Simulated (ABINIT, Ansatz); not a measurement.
# KTaO3 (Pm-3m): third-order response, part 3 of 4

Aim: Raman and infrared lines of KTaO3 (Pm-3m).

ABINIT 10.8.3; DFT LDA, scalar-relativistic, plane waves, PseudoDojo norm-conserving pseudopotentials.

So far, mean static dielectric tensor (ions relaxed, fixed cell): step 8 (modes with the sum rule) 150. The relaxed cell has a = 3.939 Å (conventional setting).

### 9. Sum rules set otherwise (asr 0)

Without the rule the raw error of the acoustic modes shows.

The input, anaddb.abi:

```
ddb_filepath "gamma_DDB"
output_file "anaddb.abo"
outdata_prefix "anaddb"
asr 0
chneut 0
enunit 2
eivec 1
nph1l 1
qph1l 0.0 0.0 0.0 1.0
dieflag 1
nph2l 3
qph2l 
    1.0 0.0 0.0 0.0
    0.0 0.0 1.0 0.0
    1.0 1.0 1.0 0.0
nlflag 1
ramansr 1
alphon 1
prtmbm 1
```

The input, mrgddb.in:

```
gamma_DDB
merged
3
dfpt_gammao_DS2_DDB
dfpt_gammao_DS3_DDB
gso_DDB
```

On the command line:

```console
mrgddb < mrgddb.in > mrgddb.log
OMP_NUM_THREADS=1 anaddb anaddb.abi > anaddb.log
```

anaddb.abo, the main output file:

```text
[banners, grids, parts of the stress and lines that vanish by symmetry left out]
-outvars_anaddb: echo values of input variables ----------------------

 Flags :
[...]
Dielectric Tensor and Effective Charges
[...]
Effective charge tensors after
[...]
1          1       -0.000000000       -0.000000000       -0.000000000
[...]
1          2       -0.000000000       -0.000000000       -0.000000000
[...]
1          3       -0.000000000       -0.000000000       -0.000000000
[...]
2          1       -0.000000000       -0.000000000       -0.000000000
[...]
2          2       -0.000000000       -0.000000000       -0.000000000
[...]
2          3       -0.000000000       -0.000000000       -0.000000000
[...]
3          1       -0.000000000       -0.000000000       -0.000000000
[...]
3          2       -0.000000000       -0.000000000       -0.000000000
[...]
3          3       -0.000000000       -0.000000000       -0.000000000
[...]
4          1       -0.000000000       -0.000000000       -0.000000000
[...]
4          2       -0.000000000       -0.000000000       -0.000000000
[...]
4          3       -0.000000000       -0.000000000       -0.000000000
[...]
5          1       -0.000000000       -0.000000000       -0.000000000
[...]
5          2       -0.000000000       -0.000000000       -0.000000000
[...]
5          3       -0.000000000       -0.000000000       -0.000000000
[...]
Phonon wavevector (reduced coordinates) :  0.00000  0.00000  0.00000
 Phonon energies in Hartree :
[...]
Phonon energies in meV     :
-  1.879771E-01  1.879771E-01  1.879771E-01  1.321112E+01  1.321112E+01
-  1.321112E+01  2.292158E+01  2.292158E+01  2.292158E+01  3.139750E+01
-  3.139750E+01  3.139750E+01  6.876687E+01  6.876687E+01  6.876687E+01
 Phonon frequencies in cm-1    :
-  1.516137E+00  1.516137E+00  1.516137E+00  1.065549E+02  1.065549E+02
-  1.065549E+02  1.848750E+02  1.848750E+02  1.848750E+02  2.532379E+02
-  2.532379E+02  2.532379E+02  5.546422E+02  5.546422E+02  5.546422E+02
 Phonon frequencies in Thz     :
-  4.545265E-02  4.545265E-02  4.545266E-02  3.194435E+00  3.194435E+00
-  3.194435E+00  5.542412E+00  5.542412E+00  5.542412E+00  7.591881E+00
-  7.591881E+00  7.591881E+00  1.662775E+01  1.662775E+01  1.662775E+01
 Phonon energies in Kelvin  :
-  2.181383E+00  2.181383E+00  2.181384E+00  1.533087E+02  1.533087E+02
-  1.533087E+02  2.659938E+02  2.659938E+02  2.659938E+02  3.643528E+02
-  3.643528E+02  3.643528E+02  7.980064E+02  7.980064E+02  7.980064E+02
[...]
-  1  0.00000000E+00  0.00000000E+00 -1.43042292E-03
-     0.00000000E+00  0.00000000E+00  0.00000000E+00
-  2  0.00000000E+00  0.00000000E+00 -1.43100968E-03
-     0.00000000E+00  0.00000000E+00  0.00000000E+00
-  3  0.00000000E+00  0.00000000E+00 -1.42959754E-03
-     0.00000000E+00  0.00000000E+00  0.00000000E+00
-  4  0.00000000E+00  0.00000000E+00 -1.42895415E-03
-     0.00000000E+00  0.00000000E+00  0.00000000E+00
-  5  0.00000000E+00  0.00000000E+00 -1.42895415E-03
-     0.00000000E+00  0.00000000E+00  0.00000000E+00
[...]
-  1  0.00000000E+00 -1.43042292E-03  0.00000000E+00
-     0.00000000E+00  0.00000000E+00  0.00000000E+00
-  2  0.00000000E+00 -1.43100968E-03  0.00000000E+00
-     0.00000000E+00  0.00000000E+00  0.00000000E+00
-  3  0.00000000E+00 -1.42895415E-03  0.00000000E+00
-     0.00000000E+00  0.00000000E+00  0.00000000E+00
-  4  0.00000000E+00 -1.42959754E-03  0.00000000E+00
-     0.00000000E+00  0.00000000E+00  0.00000000E+00
-  5  0.00000000E+00 -1.42895415E-03  0.00000000E+00
-     0.00000000E+00  0.00000000E+00  0.00000000E+00
[...]
-  1  1.43042292E-03  0.00000000E+00  0.00000000E+00
-     0.00000000E+00  0.00000000E+00  0.00000000E+00
-  2  1.43100969E-03  0.00000000E+00  0.00000000E+00
-     0.00000000E+00  0.00000000E+00  0.00000000E+00
-  3  1.42895415E-03  0.00000000E+00  0.00000000E+00
-     0.00000000E+00  0.00000000E+00  0.00000000E+00
-  4  1.42895415E-03  0.00000000E+00  0.00000000E+00
-     0.00000000E+00  0.00000000E+00  0.00000000E+00
[...]
-  4  2.12605330E-03  0.00000000E+00  0.00000000E+00
[...]
-  5 -5.02037779E-03  0.00000000E+00  0.00000000E+00
[...]
-     1         -0.000000    -0.000000    -0.014631     0.014631
-     2         -0.000000    -0.014631    -0.000000     0.014631
[...]
-    14          0.000000    -4.367763     0.000000     4.367763
-    15          4.367763     0.000000    -0.000000     4.367763
[...]
-   1     Real    0.0000E+00  0.0000E+00  2.1880E-09  0.0000E+00  0.0000E+00  0.0000E+00  2.1880E-09
[...]
-   2     Real    0.0000E+00  2.1880E-09  0.0000E+00  0.0000E+00  0.0000E+00  0.0000E+00  2.1880E-09
[...]
-   3     Real    2.1880E-09  0.0000E+00  0.0000E+00  0.0000E+00  0.0000E+00  0.0000E+00  2.1880E-09
[...]
-   4     Real    0.0000E+00  0.0000E+00  1.0390E-03  0.0000E+00  0.0000E+00  0.0000E+00  1.0390E-03
[...]
-   5     Real    0.0000E+00  1.0390E-03  0.0000E+00  0.0000E+00  0.0000E+00  0.0000E+00  1.0390E-03
[...]
-   6     Real    1.0390E-03  0.0000E+00  0.0000E+00  0.0000E+00  0.0000E+00  0.0000E+00  1.0390E-03
[...]
-   7     Real    0.0000E+00  0.0000E+00  1.5135E-04  0.0000E+00  0.0000E+00  0.0000E+00  1.5135E-04
[...]
-   8     Real    0.0000E+00  1.5135E-04  0.0000E+00  0.0000E+00  0.0000E+00  0.0000E+00  1.5135E-04
[...]
-   9     Real    1.5135E-04  0.0000E+00  0.0000E+00  0.0000E+00  0.0000E+00  0.0000E+00  1.5135E-04
[...]
-  10     Real    0.0000E+00  0.0000E+00  0.0000E+00  0.0000E+00  0.0000E+00  0.0000E+00  0.0000E+00
[...]
-  11     Real    0.0000E+00  0.0000E+00  0.0000E+00  0.0000E+00  0.0000E+00  0.0000E+00  0.0000E+00
[...]
-  12     Real    0.0000E+00  0.0000E+00  0.0000E+00  0.0000E+00  0.0000E+00  0.0000E+00  0.0000E+00
[...]
-  13     Real    0.0000E+00  0.0000E+00  6.5340E-04  0.0000E+00  0.0000E+00  0.0000E+00  6.5340E-04
[...]
-  14     Real    0.0000E+00  6.5340E-04  0.0000E+00  0.0000E+00  0.0000E+00  0.0000E+00  6.5340E-04
[...]
-  15     Real    6.5340E-04  0.0000E+00  0.0000E+00  0.0000E+00  0.0000E+00  0.0000E+00  6.5340E-04
[...]
-         0.000000000       0.000000000       0.000000000
-         0.000000000       0.000000000       0.000000000
-         0.000000000       0.000000000       0.000000000
[...]
-         0.000000000       0.000000000       0.000000000
-         0.000000000       0.000000000       0.000000000
-         0.000000000       0.000000000       0.000000000
[...]
Phonon at Gamma, with non-analyticity in the
[...]
Phonon energies in Hartree :
[...]
Phonon energies in meV     :
-  1.879771E-01  1.879771E-01  1.888546E-01  1.321112E+01  1.321112E+01
-  2.181509E+01  2.292158E+01  2.292158E+01  3.139750E+01  3.139750E+01
-  3.139750E+01  4.982911E+01  6.876687E+01  6.876687E+01  1.013222E+02
 Phonon frequencies in cm-1    :
-  1.516137E+00  1.516137E+00  1.523215E+00  1.065549E+02  1.065549E+02
[...]
Phonon frequencies in Thz     :
[...]
Phonon energies in Kelvin  :
[...]
-  1  0.00000000E+00  0.00000000E+00 -1.43042292E-03
[...]
-  2  0.00000000E+00  0.00000000E+00 -1.43100969E-03
[...]
-  3  0.00000000E+00  0.00000000E+00 -1.42959754E-03
[...]
-  4  0.00000000E+00  0.00000000E+00 -1.42895415E-03
[...]
Phonon at Gamma, with non-analyticity in the
[...]
Phonon energies in Hartree :
[...]
Phonon energies in meV     :
[...]
Phonon frequencies in cm-1    :
[...]
Phonon frequencies in Thz     :
[...]
Phonon energies in Kelvin  :
[...]
Phonon at Gamma, with non-analyticity in the
[...]
Phonon energies in Hartree :
[...]
Phonon energies in meV     :
[...]
Phonon frequencies in cm-1    :
[...]
Phonon frequencies in Thz     :
[...]
Phonon energies in Kelvin  :
[...]
-  2.531536E+02  2.659938E+02  2.659938E+02  3.643528E+02  3.643528E+02
-  3.643528E+02  5.782428E+02  7.980064E+02  7.980064E+02  1.175795E+03
[...]
-  4  1.70669285E-03  2.66368469E-03 -5.78663080E-04
[...]
-  5 -4.03011670E-03 -1.12802977E-03 -5.78663080E-04
[...]
-         0.000000000       0.000000000       0.000000000
-         0.000000000       0.000000000       0.000000000
[...]
Direction                     Dielectric constant
[...]
0.00000   0.00000   1.00000    149.28744703
   1.00000   1.00000   1.00000    149.28744703
-
```

Elapsed: 1.3 s, on 1 thread of Arm Neoverse V2, shared host.

Numbers from this step:

```yaml
highest_optical_zone_centre_mode_no_lo_to_term: 554.6 cm⁻¹
mean_static_dielectric_constant: 149.3
```

Zone-centre frequencies as printed; negative means imaginary. Modes:

```
mode  frequency (cm⁻¹)
   1              1.52
   2              1.52
   3              1.52
   4             106.5
   5             106.5
   6             106.5
   7             184.9
   8             184.9
   9             184.9
  10             253.2
  11             253.2
  12             253.2
  13             554.6
  14             554.6
  15             554.6
```

(Part 3 of 4 ends here.)

[Host names and launcher messages were left out of these logs when they were recorded.]

[Logs are printed without paths, hosts, clocks, repeated set-up lines and the standing remarks that a program may print on its own settings, such as how far it seeks lower states.]

[Hosts, paths, dates, database ids (printed as entryN), source tags and the programs' standing remarks are cut or masked in the printed files.]
